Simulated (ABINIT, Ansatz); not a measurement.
**A GW chain in ABINIT: KNaMg2F6 (P4/mmm)**

Aim: the G0W0 gap of KNaMg2F6 (P4/mmm) on LDA, step by step.

Main program and level: ABINIT 10.8.3; LDA and many-body steps on it, plane waves.

### Step 1. Set-up

The structure is tetragonal, space group P4/mmm (No. 123). The conventional cell has a = 4.008 Å, b = 4.008 Å, c = 7.995 Å, α = 90.00°, β = 90.00°, γ = 90.00°. K has 12 F at 2.83 to 2.87 Å nearest. Nearest to Na lie 12 F at 2.79 to 2.83 Å. Nearest to Mg lie 6 F at 1.97 to 2.03 Å. Nearest to F lie 2 Mg at 2.00 Å and 2 Na at 2.79 Å and 2 K at 2.87 Å. F has 2 Mg at 1.97 Å and 4 Na at 2.83 Å nearest. F has 2 Mg at 2.03 Å and 4 K at 2.83 Å nearest. Farther neighbours and most contacts between anions are not listed.

Coordinates:

```cif
data_structure
_symmetry_space_group_name_H-M 'P 1'
_symmetry_Int_Tables_number 1
_cell_length_a 4.0076
_cell_length_b 4.0076
_cell_length_c 7.9949
_cell_angle_alpha 90.000
_cell_angle_beta 90.000
_cell_angle_gamma 90.000
_cell_volume 128.40
loop_
_atom_site_label
_atom_site_type_symbol
_atom_site_fract_x
_atom_site_fract_y
_atom_site_fract_z
_atom_site_occupancy
K1 K 0.50000 0.50000 0.50000 1
Na2 Na 0.50000 0.50000 0.00000 1
Mg3 Mg 0.00000 0.00000 0.24663 1
Mg4 Mg 0.00000 0.00000 0.75337 1
F5 F 0.50000 0.00000 0.24352 1
F6 F 0.50000 0.00000 0.75648 1
F7 F 0.00000 0.50000 0.75648 1
F8 F 0.00000 0.50000 0.24352 1
F9 F 0.00000 0.00000 0.00000 1
F10 F 0.00000 0.00000 0.50000 1
```

The cell and positions are those that the Materials Project relaxed with its own functionals (PBE, PBE+U or r2SCAN), kept fixed.

### Step 2. Ground state

This step: ABINIT 10.8.3; DFT, LDA, plane waves, norm-conserving pseudopotentials.

The ground-state density comes first.

Contents of run.abi:

```
acell 3*1.0 Angstrom
rprim 
  4.007581000000 0.000000000000 0.000000000000
  0.000000000000 4.007581000000 0.000000000000
  0.000000000000 0.000000000000 7.994870000000
ntypat 4
znucl 19 11 12 9
natom 10
typat 1 2 3 3 4 4 4 4 4 4
xred 
  0.500000000000 0.500000000000 0.500000000000
  0.500000000000 0.500000000000 0.000000000000
  0.000000000000 0.000000000000 0.246633000000
  0.000000000000 0.000000000000 0.753367000000
  0.500000000000 0.000000000000 0.243520000000
  0.500000000000 0.000000000000 0.756480000000
  0.000000000000 0.500000000000 0.756480000000
  0.000000000000 0.500000000000 0.243520000000
  0.000000000000 0.000000000000 0.000000000000
  0.000000000000 0.000000000000 0.500000000000
pp_dirpath "pseudos"
pseudos "K.upf, Na.upf, Mg.upf, F.upf"
ecut 38
ngkpt 6 6 4
nshiftk 1
shiftk 0 0 0
kptopt 1
chksymbreak 0
nband 49
occopt 1
tolvrs 1e-10
nstep 60
prtwf 0
optforces 0
optstress 0
indata_prefix "in"
outdata_prefix "out"
tmpdata_prefix "tmp"
```

On the command line:

```console
OMP_NUM_THREADS=1 mpirun -n 4 abinit run.abi > log
```

Numbers of over 12 decimals in the logs are rounded to 6 here.

Log:

```text
.Version 10.8.3 of ABINIT. v10.8.2 released Aug 2026.

 Symmetries : space group P4/m m m (#123); Bravais tP (primitive tetrag.)
================================================================================
 Values of the parameters that define the memory need of the present run
     intxc =       0    ionmov =       0      iscf =       7    lmnmax =       6
     lnmax =       6     mgfft =      90  mpssoang =       3    mqgrid =    4193
     natom =      10  nloc_mem =       1    nspden =       1   nspinor =       1
    nsppol =       1      nsym =      16    n1xccc =    2501    ntypat =       4
    occopt =       1   xclevel =       1
-    mband =          49        mffmem =           1         mkmem =           8
       mpw =        9727          nfft =      182250          nkpt =          30
================================================================================
  Rough estimation (10% accuracy) of disk space for files :
================================================================================

--------------------------------------------------------------------------------
------------- Echo of variables that govern the present computation ------------
--------------------------------------------------------------------------------
 -outvars: echo values of preprocessed input variables --------
            acell      1.8897261259E+00  1.8897261259E+00  1.8897261259E+00 Bohr

      chksymbreak           0
             ecut      3.80000000E+01 Hartree
-          fftalg         312

              ixc       -1012
              kpt      0.00000000E+00  0.00000000E+00  0.00000000E+00
                       1.66666667E-01  0.00000000E+00  0.00000000E+00
                       3.33333333E-01  0.00000000E+00  0.00000000E+00
                       5.00000000E-01  0.00000000E+00  0.00000000E+00
                       1.66666667E-01  1.66666667E-01  0.00000000E+00
                       3.33333333E-01  1.66666667E-01  0.00000000E+00
                       5.00000000E-01  1.66666667E-01  0.00000000E+00
                       3.33333333E-01  3.33333333E-01  0.00000000E+00
                       5.00000000E-01  3.33333333E-01  0.00000000E+00
   [... 19 further rows ...]
                       5.00000000E-01  3.33333333E-01  5.00000000E-01
                       5.00000000E-01  5.00000000E-01  5.00000000E-01
         kptrlatt        6    0    0      0    6    0      0    0    4
          kptrlen      4.54393831E+01
P           mkmem           8
            natom          10
            nband          49
            ngfft          45      45      90
             nkpt          30
            nstep          60
             nsym          16
           ntypat           4
              occ      2.000000  2.000000  2.000000  2.000000  2.000000  2.000000
                       2.000000  2.000000  2.000000  2.000000  2.000000  2.000000
                       2.000000  2.000000  2.000000  2.000000  2.000000  2.000000
                       2.000000  2.000000  2.000000  2.000000  2.000000  2.000000
                       2.000000  2.000000  2.000000  2.000000  2.000000  2.000000
                       2.000000  2.000000  2.000000  2.000000  2.000000  2.000000
                       2.000000  2.000000  2.000000  2.000000  0.000000  0.000000
                       0.000000  0.000000  0.000000  0.000000  0.000000  0.000000
                       0.000000
        optforces           0
        optstress           0
            prtwf           0
            rprim      4.0075810000E+00  0.0000000000E+00  0.0000000000E+00
[...]
spgroup         123

           tolvrs      1.00000000E-10

             xred      5.0000000000E-01  5.0000000000E-01  5.0000000000E-01
[...]
znucl       19.00000   11.00000   12.00000    9.00000

================================================================================

 chkinp: Checking input parameters for consistency.

================================================================================
== DATASET  1 ==================================================================
-   mpi_nproc: 4, omp_nthreads: 1 (-1 if OMP is not activated)

--- !DatasetInfo
iteration_state: {dtset: 1, }
dimensions: {natom: 10, nkpt: 30, mband: 49, nsppol: 1, nspinor: 1, nspden: 1, mpw: 9727, }
cutoff_energies: {ecut:  38.0, pawecutdg:  -1.0, }
electrons: {nelect:   8.00000000E+01, charge:   0.00000000E+00, occopt:   1.00000000E+00, tsmear:   1.00000000E-02, }

 Real(R)+Recip(G) space primitive vectors, cartesian coordinates (Bohr,Bohr^-1):
 R(1)=  7.5732305  0.0000000  0.0000000  G(1)=  0.1320440  0.0000000  0.0000000
 R(2)=  0.0000000  7.5732305  0.0000000  G(2)=  0.0000000  0.1320440  0.0000000
 R(3)=  0.0000000  0.0000000 15.1081147  G(3)=  0.0000000  0.0000000  0.0661896
 Unit cell volume ucvol=  8.6650810E+02 bohr^3
 Angles (23,13,12)=  9.00000000E+01  9.00000000E+01  9.00000000E+01 degrees

 getcut: wavevector=  0.0000  0.0000  0.0000  ngfft=  45  45  90
         ecut(hartree)=     38.000   => boxcut(ratio)=   2.09370

--- Pseudopotential description ------------------------------------------------
- K Generated using ONCVPSP code by D. R. Hamann
- 19.00000   9.00000  180309                  znucl, zion, pspdat
12 -1012 2 -1 2170                            pspcod,pspxc,lmax,lloc,mmax
     nproj     2     2     2
[...]
5.25893823E+03                                ecore*ucvol(ha*bohr**3)
--------------------------------------------------------------------------------

_setup2: Arith. and geom. avg. npw (full set) are    9694.132    9694.105

================================================================================

--- !BeginCycle
iteration_state: {dtset: 1, }
solver: {iscf: 7, nstep: 60, nline: 4, wfoptalg: 0, }
tolerances: {tolvrs: 1.00E-10, }

     iter   Etot(hartree)      deltaE(h)  residm     vres2
 ETOT  1  -341.79179495435    -3.418E+02 1.464E-01 8.804E+02
 ETOT  2  -341.98337205344    -1.916E-01 1.290E-02 6.161E+02
 ETOT  3  -342.23919677954    -2.558E-01 1.395E-02 3.830E+01
 ETOT  4  -342.24586461242    -6.668E-03 5.391E-03 2.903E+00
 ETOT  5  -342.24598918615    -1.246E-04 3.081E-03 2.156E+00
 ETOT  6  -342.24604640409    -5.722E-05 1.725E-03 5.015E-01
 ETOT  7  -342.24606340651    -1.700E-05 1.489E-03 2.738E-01
 ETOT  8  -342.24606827784    -4.871E-06 1.575E-03 3.122E-02
 ETOT  9  -342.24606887007    -5.922E-07 2.031E-03 1.835E-03
 ETOT 10  -342.24606893958    -6.951E-08 1.220E-03 1.820E-04
 ETOT 11  -342.24606896653    -2.695E-08 9.684E-04 1.701E-05
 ETOT 12  -342.24606897017    -3.638E-09 4.875E-04 6.302E-07
 ETOT 13  -342.24606897026    -9.123E-11 3.486E-04 1.693E-08
 ETOT 14  -342.24606897024     1.938E-11 2.228E-04 4.986E-10
 ETOT 15  -342.24606897025    -1.125E-11 1.455E-04 1.185E-10
 ETOT 16  -342.24606897028    -3.479E-11 8.956E-05 7.461E-12

 At SCF step   16       vres2   =  7.46E-12 < tolvrs=  1.00E-10 =>converged.

--- !ResultsGS
iteration_state: {dtset: 1, }
comment   : Summary of ground state results
lattice_vectors:
- [  7.5732305,   0.0000000,   0.0000000, ]
- [  0.0000000,   7.5732305,   0.0000000, ]
- [  0.0000000,   0.0000000,  15.1081147, ]
lattice_lengths: [   7.57323,    7.57323,   15.10811, ]
lattice_angles: [ 90.000,  90.000,  90.000, ] # degrees, (23, 13, 12)
lattice_volume:   8.6650810E+02
convergence: {deltae: -3.479E-11, res2:  7.461E-12, residm:  8.956E-05, diffor:  0.000E+00, }
etotal    :  -3.42246069E+02
entropy   :   0.00000000E+00
fermie    :  -1.88552285E-02
cartesian_stress_tensor: null
pressure_GPa: null
xred      :
- [  5.0000E-01,   5.0000E-01,   5.0000E-01,  K]
- [  5.0000E-01,   5.0000E-01,   0.0000E+00, Na]
- [  0.0000E+00,   0.0000E+00,   2.4663E-01, Mg]
- [  0.0000E+00,   0.0000E+00,   7.5337E-01, Mg]
- [  5.0000E-01,   0.0000E+00,   2.4352E-01,  F]
- [  5.0000E-01,   0.0000E+00,   7.5648E-01,  F]
- [  0.0000E+00,   5.0000E-01,   7.5648E-01,  F]
- [  0.0000E+00,   5.0000E-01,   2.4352E-01,  F]
- [  0.0000E+00,   0.0000E+00,   0.0000E+00,  F]
- [  0.0000E+00,   0.0000E+00,   5.0000E-01,  F]
cartesian_forces: null
force_length_stats: {min: null, max: null, mean: null, }

 Integrated electronic density in atomic spheres:
 ------------------------------------------------
 Atom  Sphere_radius  Integrated_density
[...]
================================================================================

 ----iterations are completed or convergence reached----

 Mean square residual over all n,k,spin=   17.634E-08; max=  89.557E-06
 reduced coordinates (array xred) for   10 atoms
[...]
0.500000000000      0.000000000000      0.756480000000
       0.000000000000      0.500000000000      0.756480000000
       0.000000000000      0.500000000000      0.243520000000
       0.000000000000      0.000000000000      0.000000000000
       0.000000000000      0.000000000000      0.500000000000
 rms dE/dt=  0.0000E+00; max dE/dt=  0.0000E+00; dE/dt below (all hartree)
    1       0.000000000000      0.000000000000      0.000000000000
    2       0.000000000000      0.000000000000      0.000000000000
    3       0.000000000000      0.000000000000      0.000000000000
    4       0.000000000000      0.000000000000      0.000000000000
    5       0.000000000000      0.000000000000      0.000000000000
    6       0.000000000000      0.000000000000      0.000000000000
    7       0.000000000000      0.000000000000      0.000000000000
    8       0.000000000000      0.000000000000      0.000000000000
    9       0.000000000000      0.000000000000      0.000000000000
   10       0.000000000000      0.000000000000      0.000000000000

 cartesian coordinates (angstrom) at end:
[...]
6      2.003791     0.000000     6.047959
    7      0.000000     2.003791     6.047959
    8      0.000000     2.003791     1.946911
    9      0.000000     0.000000     0.000000
   10      0.000000     0.000000     3.997435
 length scales=  1.889726125908  1.889726125908  1.889726125908 bohr
              =  1.000000000000  1.000000000000  1.000000000000 angstroms
 prteigrs : about to open file out_EIG
 Fermi (or HOMO) energy (hartree) =  -0.01886   Average Vxc (hartree)=  -0.37304
 Eigenvalues (hartree) for nkpt=  30  k points:
 kpt#   1, nband= 49, wtk=  0.00694, kpt=  0.0000  0.0000  0.0000 (reduced coord)
  -2.59190   -2.59190   -1.76463   -1.39539   -1.39515   -1.39515   -1.39514   -1.39514
  -1.39514   -0.95133   -0.75540   -0.75331   -0.75331   -0.74238   -0.73262   -0.72387
  -0.71631   -0.71599   -0.71579   -0.35224   -0.35143   -0.35143   -0.11169   -0.11169
  -0.11132   -0.10276   -0.10276   -0.10108   -0.07626   -0.05361   -0.05361   -0.04984
  -0.04164   -0.04131   -0.04131   -0.03824   -0.03824   -0.03363   -0.03357   -0.03357
   0.20473    0.31282    0.32412    0.34861    0.38132    0.42420    0.42420    0.42839
   0.45761
 prteigrs : prtvol=0 or 1, do not print more k-points.

--- !EnergyTerms
iteration_state     : {dtset: 1, }
comment             : Components of total free energy in Hartree
kinetic             :  2.02854660576941E+02
hartree             :  1.10115688046684E+02
xc                  : -6.09486129939573E+01
Ewald energy        : -1.98967968352777E+02
psp_core            :  6.06911606795744E+00
local_psp           : -3.38037380717330E+02
non_local_psp       : -6.33315715978024E+01
total_energy        : -3.42246068970285E+02
total_energy_eV     : -9.31298997391907E+03
band_energy         : -5.03269577966511E+01

== END DATASET(S) ==============================================================
================================================================================

 -outvars: echo values of variables after computation  --------
           etotal     -3.4224606897E+02
            nband          49
             nkpt          30
          spgroup         123
 [... the other variables as echoed above ...]

 Calculation completed.
```

Run time: 3 min. Hardware: 4 MPI ranks of AMD EPYC 9R45, shared host; peak memory 0.66 GiB.

Numbers from this step:

```
total energy               : -9312.9900 eV
gap                        : 6.084 eV
k of the valence top       : 0.5, 0.5, 0
k of the conduction bottom : 0, 0, 0
least direct gap           : 6.484 eV
```

The gap is indirect, with the least direct gap 0.40 eV higher.

(Part 1 of 3 ends here.)

[Paths, hosts, dates, memory and timing lines, banners, echoed tables and standing remarks are left out of the program output.]

[Logs are printed without paths, hosts, clocks, repeated set-up lines and the standing remarks that a program may print on its own settings, such as how far it seeks lower states.]

[Runs of the session that timed out or met a known fault of the program may be left out.]

[Hosts, paths, dates, database ids (printed as entryN), source tags and the programs' standing remarks are cut or masked in the printed files.]

[G0W0 gaps are taken among the corrected bands and points alone; a level outside them can change the order at an edge.]

[Where Ansatz stands beside ABINIT at settings called matched, ABINIT's density can come from a denser mesh and the files from another edition; pairs whose starting gaps differed by over 0.03 eV were left out, so agreement reads better than it is.]
